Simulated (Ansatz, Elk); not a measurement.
# Bonding as seen by X-rays: NaCuNiS2

Structure refinements treat a crystal as free atoms side by side. For a made-up structure of NaCuNiS2 (cell and positions from a PBE relaxation) the runs below show what the calculated density changes in F(hkl).

Main program and level: Elk 11.2.3 (patched build); DFT, PBE, all-electron APW+lo, Dirac cores, scalar-relativistic bands, static density, no spin.

The structure was built from a prototype and need not be the compound's stable phase.

### 1. The starting structure

Symmetry: I-4m2, No. 119, tetragonal system. The conventional cell has a = 3.763 Å, b = 3.763 Å, c = 12.057 Å, α = 90.00°, β = 90.00°, γ = 90.00°. Nearest to Cu lie 4 S at 2.31 Å. Ni has 4 S at 2.31 Å nearest. Nearest to S lie 2 Cu at 2.31 Å and 2 Ni at 2.31 Å and 4 Na at 3.15 Å. Nearest to Na lie 8 S at 3.15 Å. Farther neighbours and most contacts between anions are not listed.

As a file:

```cif
data_structure
_symmetry_space_group_name_H-M 'P 1'
_symmetry_Int_Tables_number 1
_cell_length_a 6.5895
_cell_length_b 6.5895
_cell_length_c 6.5895
_cell_angle_alpha 146.819
_cell_angle_beta 146.819
_cell_angle_gamma 47.631
_cell_volume 85.36
loop_
_atom_site_label
_atom_site_type_symbol
_atom_site_fract_x
_atom_site_fract_y
_atom_site_fract_z
_atom_site_occupancy
Cu1 Cu 0.25000 0.75000 0.50000 1
Ni2 Ni 0.75000 0.25000 0.50000 1
S3 S 0.36046 0.36046 0.00000 1
S4 S 0.63954 0.63954 0.00000 1
Na5 Na 0.00000 0.00000 0.00000 1
```

### 2. Ground state and structure factors

An all-electron density is needed, since X-rays see the cores too. Task 0 finds the density and task 195 Fourier-transforms it; tshift is off so that phases refer to the origin typed.

elk.in reads:

```
tasks
  0
  195

xctype
  20

spinpol
  .false.

rgkmax
  7.0

gmaxvr
  14.0

lmaxo
  7

lmaxapw
  8

swidth
  0.002

tshift
  .false.

ramdisk
  .false.

hmaxvr
  5.5

maxscl
  120

epspot
  1e-06

sppath
  './'

avec
  -3.55549415765 3.55549415765 11.39210244444
  3.55549415765 -3.55549415765 11.39210244444
  3.55549415765 3.55549415765 -11.39210244444

atoms
  4
  'Cu.in'
  1
  0.2500000000 0.7500000000 0.5000000000   0.000000 0.000000 0.000000
  'Ni.in'
  1
  0.7500000000 0.2500000000 0.5000000000   0.000000 0.000000 0.000000
  'S.in'
  2
  0.3604566119 0.3604566119 0.0000000000   0.000000 0.000000 0.000000
  0.6395433881 0.6395433881 0.0000000000   0.000000 0.000000 0.000000
  'Na.in'
  1
  -0.0000000000 -0.0000000000 0.0000000000   0.000000 0.000000 0.000000

ngridk
  8 8 8
```

The run is started by

```bash
> OMP_NUM_THREADS=4 elk
```

Numbers of over 12 decimals in the logs are rounded to 6 here.

Output:

```text
┌─────────────────────────┐
│ Elk code version 11.2.3 │
└─────────────────────────┘

All units are atomic (Hartree, Bohr, etc.)

┌─────────────────────────────────────────────────┐
│ Ground-state run starting from atomic densities │
└─────────────────────────────────────────────────┘

Lattice vectors :
  -3.555494158       3.555494158       11.39210244
   3.555494158      -3.555494158       11.39210244
   3.555494158       3.555494158      -11.39210244

Reciprocal lattice vectors :
  0.3570931007E-16  0.8835881918      0.2757693471
  0.8835881918      0.3570931007E-16  0.2757693471
  0.8835881918      0.8835881918      0.7790807545E-17

Unit cell volume      :    576.0548159
Brillouin zone volume :   0.4306017528

Muffin-tin inner radius fraction :   0.1000000000E-01

Nuclei treated as point charges

Species : 1 (Cu)
 parameters loaded from : Cu.in
 name : copper
 nuclear charge    :   -29.00000000
 electronic charge :    29.00000000
 atomic mass :    115837.2717
 muffin-tin radius :    2.317459987
 number of radial points in muffin-tin :    993
 inner part over the whole radius :   0.9995525496E-02
 number on inner part of muffin-tin    :    701
 approximate nuclear radius :   0.7406004541E-04
 number of mesh points to nuclear radius :    337
 atomic positions (lattice), magnetic fields (Cartesian) :
  1 :   0.25000000  0.75000000  0.50000000    0.00000000  0.00000000  0.00000000

Species : 2 (Ni)
 parameters loaded from : Ni.in
 name : nickel
 nuclear charge    :   -28.00000000
 electronic charge :    28.00000000
 atomic mass :    106991.5231
 muffin-tin radius :    2.246633300
 number of radial points in muffin-tin :    993
 inner part over the whole radius :   0.9981310044E-02
 number on inner part of muffin-tin    :    700
 approximate nuclear radius :   0.7325707712E-04
 number of mesh points to nuclear radius :    336
 atomic positions (lattice), magnetic fields (Cartesian) :
  1 :   0.75000000  0.25000000  0.50000000    0.00000000  0.00000000  0.00000000

Species : 3 (S)
 parameters loaded from : S.in
 name : sulphur
 nuclear charge    :   -16.00000000
 electronic charge :    16.00000000
 atomic mass :    58450.91931
 muffin-tin radius :    1.988587172
 number of radial points in muffin-tin :    793
 inner part over the whole radius :   0.9812871324E-02
 number on inner part of muffin-tin    :    552
 approximate nuclear radius :   0.6195814986E-04
 number of mesh points to nuclear radius :    252
 atomic positions (lattice), magnetic fields (Cartesian) :
  1 :   0.36045661  0.36045661  0.00000000    0.00000000  0.00000000  0.00000000
  2 :   0.63954339  0.63954339  0.00000000    0.00000000  0.00000000  0.00000000

Species : 4 (Na)
 parameters loaded from : Na.in
 name : sodium
 nuclear charge    :   -11.00000000
 electronic charge :    11.00000000
 atomic mass :    41907.78703
 muffin-tin radius :    2.200000000
 number of radial points in muffin-tin :    793
 inner part over the whole radius :   0.9883648912E-02
 number on inner part of muffin-tin    :    551
 approximate nuclear radius :   0.5574345702E-04
 number of mesh points to nuclear radius :    238
 atomic positions (lattice), magnetic fields (Cartesian) :
  1 :   0.00000000  0.00000000  0.00000000    0.00000000  0.00000000  0.00000000

Total number of atoms per unit cell :    5
Total muffin-tin volume :    210.1156676
 ratio of muffin-tin to unit cell volume :   0.3647494332

Spin treatment :
 spin-unpolarised

Number of Bravais lattice symmetries :   16
Number of crystal symmetries         :    8
Crystal has no inversion symmetry
Complex Hermitian eigensolver will be used

k-point grid :      8     8     8
k-point offset :    0.000000000       0.000000000       0.000000000
k-point set is reduced with full crystal symmetry group
Total number of k-points :       87

Muffin-tin radius times maximum |G+k| :    7.000000000
 using average radius
Maximum |G+k| for APW functions       :    3.258460845
Maximum (1/2)|G+k|²                   :    5.308783539
[...]
Estimated indirect band gap :   0.4429597710E-03
 from k-point 69 to k-point 53
Estimated direct band gap   :   0.5053309243E-02
 at k-point 34

Charges :
 core                        :    46.00000000
 valence                     :    54.00000000
 interstitial                :    7.246271514
 muffin-tins (core leakage)
  species : 1 (Cu)
   atom 1                    :    26.45406368     (  0.2806112644E-03)
  species : 2 (Ni)
[...]
species : 3 (S)
[...]
species : 4 (Na)
[...]
total in muffin-tins        :    92.75372849
 total calculated charge     :    99.99817567
 total charge                :    100.0000000
 error                       :   0.1824325495E-02

RMS change in Kohn-Sham potential (target) :   0.9183460998     (  0.1000000000E-05)
Absolute change in total energy (target)   :    1.226152391     (  0.1000000000E-03)

[... loops 3 to 17 left out ...]

┌──────────────────┐
│ Loop number : 18 │
└──────────────────┘

Energies :
 Fermi                       :     0.180516
 sum of occupied eigenvalues :     -2355.6237720895
 electron kinetic            :      4192.8211772173
 core electron kinetic       :      3773.3457489057
 Coulomb                     :     -8132.6104694767
 Coulomb potential           :     -6292.9747235244
 nuclear-nuclear             :     -515.54060729577
 electron-nuclear            :     -8956.2030070793
 Hartree                     :      1339.1331448984
 Madelung                    :     -4986.1231077145
 xc potential                :     -255.47022578249
 exchange                    :     -192.57815895244
 correlation                 :     -4.402179
 electron entropic           :    -0.15669235682048E-02
 total energy                :     -4136.7711974994

Density of states at Fermi energy :    120.5485604
 (states/Hartree/unit cell)

Estimated indirect band gap :   0.7493920838E-03
 from k-point 61 to k-point 17
Estimated direct band gap   :   0.4513726157E-02
 at k-point 69

Charges :
 core                        :    46.00000000
 valence                     :    54.00000000
 interstitial                :    7.121533554
 muffin-tins (core leakage)
  species : 1 (Cu)
[...]
species : 2 (Ni)
[...]
species : 3 (S)
[...]
species : 4 (Na)
[...]
total in muffin-tins        :    92.87846645
 total calculated charge     :    99.99818727
 total charge                :    100.0000000
 error                       :   0.1812729851E-02

RMS change in Kohn-Sham potential (target) :   0.2477695904E-06 (  0.1000000000E-05)
Absolute change in total energy (target)   :   0.2293709622E-04 (  0.1000000000E-03)

Convergence targets achieved

┌──────────────────┐
│ Loop number : 19 │
└──────────────────┘

Energies :
 Fermi                       :     0.180516
 sum of occupied eigenvalues :     -2355.6237724484
 electron kinetic            :      4192.8211748718
 core electron kinetic       :      3773.3457485799
 Coulomb                     :     -8132.6104661971
 Coulomb potential           :     -6292.9747273467
 nuclear-nuclear             :     -515.54060729577
 electron-nuclear            :     -8956.2029966748
 Hartree                     :      1339.1331377735
 Madelung                    :     -4986.1231025237
 xc potential                :     -255.47021997351
 exchange                    :     -192.57815865906
 correlation                 :     -4.402179
 electron entropic           :    -0.15669237219520E-02
 total energy                :     -4136.7711962740

Density of states at Fermi energy :    120.5485708
 (states/Hartree/unit cell)

Estimated indirect band gap :   0.7493970940E-03
 from k-point 61 to k-point 17
Estimated direct band gap   :   0.4513724896E-02
 at k-point 69

Charges :
 core                        :    46.00000000
 valence                     :    54.00000000
 interstitial                :    7.121533679
 muffin-tins (core leakage)
  species : 1 (Cu)
[...]
species : 2 (Ni)
[...]
species : 3 (S)
   atom 1                    :    13.86508629     (  0.2847392425E-03)
   atom 2                    :    13.86508629     (  0.2847392425E-03)
  species : 4 (Na)
   atom 1                    :    10.00749859     ( -0.9715865668E-07)
 total in muffin-tins        :    92.87846632
 total calculated charge     :    99.99818727
 total charge                :    100.0000000
 error                       :   0.1812729853E-02

┌──────────────────────────────┐
│ Self-consistent loop stopped │
└──────────────────────────────┘

Warning : core states of species 1 leak from the muffin-tin :   0.2550117183E-03

Warning : core states of species 2 leak from the muffin-tin :   0.6368059208E-03

Warning : core states of species 3 leak from the muffin-tin :   0.2847392425E-03

Wrote STATE.OUT
```

It took 75 s on 4 threads of Intel Xeon Platinum 8488C (Sapphire Rapids), shared host; peak memory 0.24 GiB.

SFACRHO.OUT:

```text

h k l indices transformed by vhmat matrix:
   1.000000000       0.000000000       0.000000000    
   0.000000000       1.000000000       0.000000000    
   0.000000000       0.000000000       1.000000000    

      h      k      l  multipl.   |H|            Re(F)            Im(F)           |F|

      0      0      0      1   0.0000000       99.999999      0.94808043E-16   99.999999    
     -1     -1      1      2  0.55153869      -49.504928      0.20000529E-13   49.504928    
      1      0     -1      4  0.92562240      -7.6296989      -1.0169429       7.6971734    
      1      0      0      4  0.92562240      -7.6296989       1.0169429       7.6971734    
     -2     -2      2      2   1.1030774       34.037629     -0.20963583E-13   34.037629    
      2      1     -1      4   1.2104407       28.941108      -1.0218201       28.959141    
      2      1     -2      4   1.2104407       28.941108       1.0218201       28.959141    
      0      0      1      4   1.2495824      -14.863421      0.74597062E-14   14.863421    
      1      1      0      8   1.3658884       49.286423     -0.14009565E-13   49.286423    
     -2     -3      3      4   1.6376649       14.070600      -1.0254283       14.107916    
      3      2     -2      4   1.6376649       14.070600       1.0254283       14.107916    
     -3     -3      3      2   1.6546161      -23.861732      0.28004912E-13   23.861732    
      2      2     -1      8   1.6668041      -52.579644      0.69735542E-14   52.579644    
      1     -1      1      4   1.7671764       67.110828     -0.10541167E-13   67.110828    
     -2      0      2      4   1.8512448      -35.898784     -0.12828972E-01   35.898786    
      0     -2      2      4   1.8512448      -35.898784      0.12828972E-01   35.898786    
     -1      0     -1      8   1.9949158      -4.6510301       1.0004283       4.7574087    
     -2      1      1      8   1.9949158      -4.6510301      -1.0004283       4.7574087
```

Elk indexes on the primitive cell of elk.in and gives |H| = 4π sin θ/λ in inverse bohr. Below, one row stands for each form hkl of the conventional cell (m members, Friedel mates merged), F is for one primitive cell and the density is static (no thermal factor). Free-atom factors are Waasmaier and Kirfel's, and R is Σm||F|−|F'||/Σm|F|.

```
hkl   m  sin θ/λ (Å⁻¹)  abs F, DFT  neutral atoms   diff.  abs of complex diff.
002   2          0.083      49.505         49.317  +0.188                 0.188
101   8          0.139       7.697          7.494  +0.203                 0.449
004   2          0.166      34.038         34.395  -0.357                 0.357
103   8          0.182      28.959         28.870  +0.089                 0.396
110   4          0.188      14.863         15.176  -0.313                 0.313
112   8          0.205      49.286         49.578  -0.291                 0.291
105   8          0.246      14.108         14.194  -0.087                 0.288
006   2          0.249      23.862         24.164  -0.303                 0.303
114   8          0.251      52.580         52.954  -0.374                 0.374
200   4          0.266      67.111         67.604  -0.493                 0.493
202   8          0.278      35.899         36.293  -0.394                 0.394
211  16          0.300       4.757          4.826  -0.069                 0.178
116   8          0.312      53.341         53.709  -0.369                 0.369
204   8          0.313      27.567         27.829  -0.261                 0.262
107   8          0.319      10.692         10.796  -0.104                 0.177
213  16          0.322      21.639         21.797  -0.158                 0.192
008   2          0.332      55.312         55.625  -0.312                 0.312
215  16          0.362      11.397         11.339  +0.058                 0.088
206   8          0.364      19.736         19.779  -0.044                 0.052
220   4          0.376      55.320         55.534  -0.214                 0.214
118   8          0.381      15.466         15.531  -0.065                 0.065
222   8          0.385      30.092         30.234  -0.142                 0.142
```

(Part 1 of 2 ends here.)

[Logs are printed without paths, hosts, clocks, repeated set-up lines and the standing remarks that a program may print on its own settings, such as how far it seeks lower states.]

[Hosts, paths, dates, database ids (printed as entryN), source tags and the programs' standing remarks are cut or masked in the printed files.]
